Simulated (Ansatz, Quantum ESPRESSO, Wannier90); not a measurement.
# Ballistic channels from Wannier functions: straight Ag chain, spacing 2.47 Å, part 2 of 5

How many channels does the wire offer, and does a small Wannier basis get them right? The wire: straight Ag chain, spacing 2.47 Å.

Quantum ESPRESSO 7.5 and Wannier90 3.1.0; plane-wave DFT, PBEsol, GBRV ultrasoft pseudopotentials; cross-check by Ansatz 0.2.0 with PAW datasets.

So far. Step 2 (Ground state): The run needed 12 iterations to bring the estimated error under 1e-07 Ry.

### Step 4. Neighbour list from wannier90 -pp

Level of this step: maximally localised Wannier functions and ballistic conductance; plane-wave DFT, PBEsol, GBRV ultrasoft pseudopotentials (Wannier90).

The .win file sets projections and windows: states in the frozen window are kept exactly, the outer window gives room to disentangle.

Input file wan.win:

```
num_wann = 6
num_bands = 21
num_iter = 200
num_print_cycles = 20
conv_tol = 1e-8
conv_window = 5
guiding_centres = true
dis_num_iter = 1500
dis_conv_tol = 1e-8
dis_win_min = -13.8669
dis_win_max = 6.1331
dis_froz_max = -1.3669
search_shells = 120
fermi_energy = -2.8669

transport = true
transport_mode = bulk
one_dim_axis = z
dist_cutoff = 17.22
dist_cutoff_mode = one_dim
tran_win_min = -4.0
tran_win_max = 2.0
tran_energy_step = 0.02

bands_plot = true
bands_num_points = 96
begin kpoint_path
G 0.0 0.0 0.0 Z 0.0 0.0 0.5
end kpoint_path

begin projections
Ag:s;d
end projections

begin unit_cell_cart
ang
  8.0000000000 0.0000000000 0.0000000000
  0.0000000000 8.0000000000 0.0000000000
  0.0000000000 0.0000000000 2.4738000000
end unit_cell_cart

begin atoms_frac
  Ag 0.0000000000 0.0000000000 0.0000000000
end atoms_frac

mp_grid = 1 1 14
begin kpoints
  0.0 0.0 0.0000000000
  0.0 0.0 0.0714285714
  0.0 0.0 0.1428571429
  0.0 0.0 0.2142857143
  0.0 0.0 0.2857142857
  0.0 0.0 0.3571428571
  0.0 0.0 0.4285714286
  0.0 0.0 0.5000000000
  0.0 0.0 0.5714285714
  0.0 0.0 0.6428571429
  0.0 0.0 0.7142857143
  0.0 0.0 0.7857142857
  0.0 0.0 0.8571428571
  0.0 0.0 0.9285714286
end kpoints
```

The run is started by

```sh
> OMP_NUM_THREADS=1 wannier90.x -pp wan > wan.pp.log
```

Log:

```text
+---------------------------------------------------+
             |                                                   |
             |                   WANNIER90                       |
             |                                                   |
             +---------------------------------------------------+
             |                                                   |
             |        Welcome to the Maximally-Localized         |
             |        Generalized Wannier Functions code         |
             |                             |
             |                                                   |
             |                                                   |
             |  Wannier90 Developer Group:                       |
             |    Giovanni Pizzi    (EPFL)                       |
             |    Valerio Vitale    (Cambridge)                  |
             |    David Vanderbilt  (Rutgers University)         |
             |    Nicola Marzari    (EPFL)                       |
             |    Ivo Souza         (Universidad del Pais Vasco) |
             |    Arash A. Mostofi  (Imperial College London)    |
             |    Jonathan R. Yates (University of Oxford)       |
             |                                                   |
             |  For the full list of Wannier90 3.x authors,      |
             |  please check the code documentation and the      |
             |  README on the GitHub page of the code            |
             |                                                   |
             |                                                   |
             |  Please cite                                      |
             |                                                   |
             |  [ref] "Wannier90 as a community code:            |
             |        new features and applications",            |
             |        G. Pizzi et al., J. Phys. Cond. Matt. 32,  |
             |        165902 (2020).                             |
             |            |
             |                                                   |
             |  in any publications arising from the use of      |
             |  this code. For the method please cite            |
             |                                                   |
             |  [ref] "Maximally Localized Generalised Wannier   |
             |         Functions for Composite Energy Bands"     |
             |         N. Marzari and D. Vanderbilt              |
             |         Phys. Rev. B 56 12847 (1997)              |
             |                                                   |
             |  [ref] "Maximally Localized Wannier Functions     |
             |         for Entangled Energy Bands"               |
             |         I. Souza, N. Marzari and D. Vanderbilt    |
             |         Phys. Rev. B 65 035109 (2001)             |
             |                                                   |
             |                                                   |
             | Copyright (c) 1996-2020                           |
             |        The Wannier90 Developer Group and          |
             |        individual contributors                    |
             |                                                   |
             |      Release: 3.1.0        5th March    2020      |
             |                                                   |
             | This program is free software; you can            |
             | redistribute it and/or modify it under the terms  |
             | of the GNU General Public License as published by |
             | the Free Software Foundation; either version 2 of |
             | the License, or (at your option) any later version|
             |                                                   |
             | This program is distributed in the hope that it   |
             | will be useful, but WITHOUT ANY WARRANTY; without |
             | even the implied warranty of MERCHANTABILITY or   |
             | FITNESS FOR A PARTICULAR PURPOSE. See the GNU     |
             | General Public License for more details.          |
             |                                                   |
             | You should have received a copy of the GNU General|
             | Public License along with this program; if not,   |
             | write to the Free Software Foundation, Inc.,      |
             | 675 Mass Ave, Cambridge, MA 02139, USA.           |
             |                                                   |
             +---------------------------------------------------+
[date or host left out]
             +---------------------------------------------------+

 ******************************************************************************
 * -> Using CODATA 2006 constant values                                       *
 *    (                      *
 * -> Using Bohr value from CODATA                                            *
 ******************************************************************************

 Running in serial (with parallel executable)

                                    ------
                                    SYSTEM
                                    ------

                              Lattice Vectors (Ang)
                    a_1     8.000000   0.000000   0.000000
                    a_2     0.000000   8.000000   0.000000
                    a_3     0.000000   0.000000   2.473800

                   Unit Cell Volume:     158.32320  (Ang^3)

                        Reciprocal-Space Vectors (Ang^-1)
                    b_1     0.785398   0.000000   0.000000
                    b_2     0.000000   0.785398   0.000000
                    b_3     0.000000   0.000000   2.539892

 *----------------------------------------------------------------------------*
 |   Site       Fractional Coordinate          Cartesian Coordinate (Ang)     |
 +----------------------------------------------------------------------------+
 | Ag   1   0.00000   0.00000   0.00000   |    0.00000   0.00000   0.00000    |
 *----------------------------------------------------------------------------*
                                ------------
                                K-POINT GRID
                                ------------

             Grid size =  1 x  1 x 14      Total points =   14

 *---------------------------------- MAIN ------------------------------------*
 |  Number of Wannier Functions               :                 6             |
 |  Number of Objective Wannier Functions     :                 6             |
[...]
|  Write on-site energies <0n|H|0n> to file  :                 F             |
 |  Use guiding centre to control phases      :                 T             |
 |  Use phases for initial projections        :                 F             |
 |  Iterations before starting guiding centres:                 0             |
 |  Iterations between using guiding centres  :                 1             |
 *----------------------------------------------------------------------------*
 *------------------------------- DISENTANGLE --------------------------------*
 |  Using band disentanglement                :                 T             |
 |  Total number of iterations                :              1500             |
 |  Mixing ratio                              :             0.500             |
 |  Convergence tolerence                     :         1.000E-08             |
 |  Convergence window                        :                 3             |
 *----------------------------------------------------------------------------*
 *-------------------------------- PLOTTING ----------------------------------*
 |  Plotting interpolated bandstructure       :                 T             |
 |   Number of K-path sections                :                 1             |
 |   Divisions along first K-path section     :                96             |
 |   Output format                            :           gnuplot             |
 |   Output mode                              :               s-k             |
 *----------------------------------------------------------------------------*
 |   K-space path sections:                                                   |
 |    From: G       0.000  0.000  0.000     To: Z       0.000  0.000  0.500   |
 *----------------------------------------------------------------------------*
 *------------------------------- TRANSPORT ----------------------------------*
 |  Transport mode                            :              bulk             |
 |   Hamiltonian from external files          :                 F             |
 |   System extended in                       :                 z             |
 |   Centre of the unit cell to which WF are translated (fract. coords):      |
 |                                       0.000000,    0.000000,    0.000000   |
 |  Fermi energy (eV)                         :            -2.867             |
 *----------------------------------------------------------------------------*
 Time to read parameters        0.003 (sec)

 *---------------------------------- K-MESH ----------------------------------*
 +----------------------------------------------------------------------------+
 |                    Distance to Nearest-Neighbour Shells                    |
 |                    ------------------------------------                    |
 |          Shell             Distance (Ang^-1)          Multiplicity         |
 |          -----             -----------------          ------------         |
 |             1                   0.181421                      2            |
 |             2                   0.362842                      2            |
 |             3                   0.544263                      2            |
 |             4                   0.725683                      2            |
 |             5                   0.785398                      4            |
 |             6                   0.806079                      8            |
 |             7                   0.865161                      8            |
 |             8                   0.907104                      2            |
 |             9                   0.955548                      8            |
 |            10                   1.069330                      8            |
 |            11                   1.088525                      2            |
 |            12                   1.110721                      4            |
 |            13                   1.125440                      8            |
 |            14                   1.168484                      8            |
 |            15                   1.199870                      8            |
 |            16                   1.236900                      8            |
[...]
|           113                   2.973532                     16            |
 |           114                   2.973719                      8            |
 |           115                   2.986191                      8            |
 |           116                   2.986378                      8            |
 |           117                   3.007111                      8            |
 |           118                   3.033800                     16            |
 |           119                   3.075688                     16            |
 |           120                   3.084155                      2            |
 +----------------------------------------------------------------------------+
 | The b-vectors are chosen automatically                                     |
 | The following shells are used:   1,  5                                     |
 +----------------------------------------------------------------------------+
 |                        Shell   # Nearest-Neighbours                        |
 |                        -----   --------------------                        |
 |                          1               2                                 |
 |                          5               4                                 |
 +----------------------------------------------------------------------------+
 | Completeness relation is fully satisfied [Eq. (B1), PRB 56, 12847 (1997)]  |
 +----------------------------------------------------------------------------+
 |                  b_k Vectors (Ang^-1) and Weights (Ang^2)                  |
 |                  ----------------------------------------                  |
 |            No.         b_k(x)      b_k(y)      b_k(z)        w_b           |
 |            ---        --------------------------------     --------        |
 |             1         0.000000    0.000000    0.181421    15.191320        |
 |             2         0.000000    0.000000   -0.181421    15.191320        |
 |             3         0.785398    0.000000    0.000000     0.810569        |
 |             4         0.000000    0.785398    0.000000     0.810569        |
 |             5         0.000000   -0.785398    0.000000     0.810569        |
 |             6        -0.785398    0.000000    0.000000     0.810569        |
 +----------------------------------------------------------------------------+
 |                           b_k Directions (Ang^-1)                          |
 |                           -----------------------                          |
 |            No.           x           y           z                         |
 |            ---        --------------------------------                     |
 |             1         0.000000    0.000000    0.181421                     |
 |             2         0.785398    0.000000    0.000000                     |
 |             3         0.000000    0.785398    0.000000                     |
 +----------------------------------------------------------------------------+

 Time to get kmesh              0.012 (sec)
 *============================================================================*
 |                              MEMORY ESTIMATE                               |
 |         Maximum RAM allocated during each phase of the calculation         |
 *============================================================================*
 |                        Disentanglement            0.85 Mb                  |
 |                            Wannierise:            0.18 Mb                  |
 |                          plot_wannier:            0.18 Mb                  |
 *----------------------------------------------------------------------------*

 Starting a new Wannier90 calculation ...

 Time to write kmesh            0.016 (sec)

 Exiting... wan.nnkp written.
```

The job ended after 0.47 s (1 MPI rank of Arm Neoverse V2, shared host; peak memory 0.09 GiB).

### Step 5. Overlaps and projections

pw2wannier90.x computes the overlaps between neighbouring k-points and the projections.

Input file wan.p2w.in:

```
&inputpp
  prefix = 'nscf'
  outdir = './out'
  seedname = 'wan'
  write_mmn = .true.
  write_amn = .true.
  write_unk = .false.
/
```

The run is started by

```sh
> OMP_NUM_THREADS=1 mpirun -n 2 pw2wannier90.x -in wan.p2w.in > wan.p2w.out
```

Log:

```text
[banner, memory and clock lines left out]
Program PW2WANNIER v.7.5 starts

          URL

     Reading nscf_save data

     ./out/nscf.save/

     IMPORTANT: XC functional enforced from input :
     Exchange-correlation= PBESOL
                           (   1   4  10   8   0   0   0)
     Any further DFT definition will be discarded
     Please, verify this is what you really want

     negative rho (up, down):  8.695E-04 0.000E+00
     Reading collected, re-writing distributed wavefunctions

      Spin CASE ( default = unpolarized )

  Wannier mode is: standalone

  -----------------
  *** Reading nnkp
  -----------------

  Checking info from wannier.nnkp file

  - Real lattice is ok
  - Reciprocal lattice is ok
  - K-points are ok
  - Number of wannier functions is ok (  6)
  - All guiding functions are given

  Projections:
    0.000000    0.000000    0.000000  0  1  1    1.000000
    0.000000    0.000000    0.000000  2  1  1    1.000000
    0.000000    0.000000    0.000000  2  2  1    1.000000
    0.000000    0.000000    0.000000  2  3  1    1.000000
    0.000000    0.000000    0.000000  2  4  1    1.000000
    0.000000    0.000000    0.000000  2  5  1    1.000000

  Reading data about k-point neighbours

  All neighbours are found

  Opening pp-files

  *** Compute  A projections

  Number of local k points =       14
       1       2       3       4       5       6       7       8       9      10
      11      12      13      14
  AMN calculated

  ---------------
  *** Compute  M
  ---------------

  Number of local k points =       14
       1       2       3       4       5       6       7       8       9      10
      11      12      13      14
  MMN calculated

  *** Orbital terms are not computed

  *** SHC terms are not computed

  ----------------
  *** Write bands
  ----------------

  *** Plot info is not printed

  *** Parity info is not printed

  ------------
  *** Stop pp
  ------------

     Internal routines:
```

The job ended after 2.9 s (2 MPI ranks; peak memory 0.09 GiB; 5.6 s of CPU time).

(Continued in part 3 of 5.)

[Logs are printed without paths, hosts, clocks, repeated set-up lines and the standing remarks that a program may print on its own settings, such as how far it seeks lower states.]

[Hosts, paths, dates, database ids (printed as entryN), source tags and the programs' standing remarks are cut or masked in the printed files.]

[Maps of the electrostatic potential energy from Ansatz leave out the sawtooth potential of an applied field or a dipole correction, so their vacuum need not be flat; planar profiles and work functions include it.]
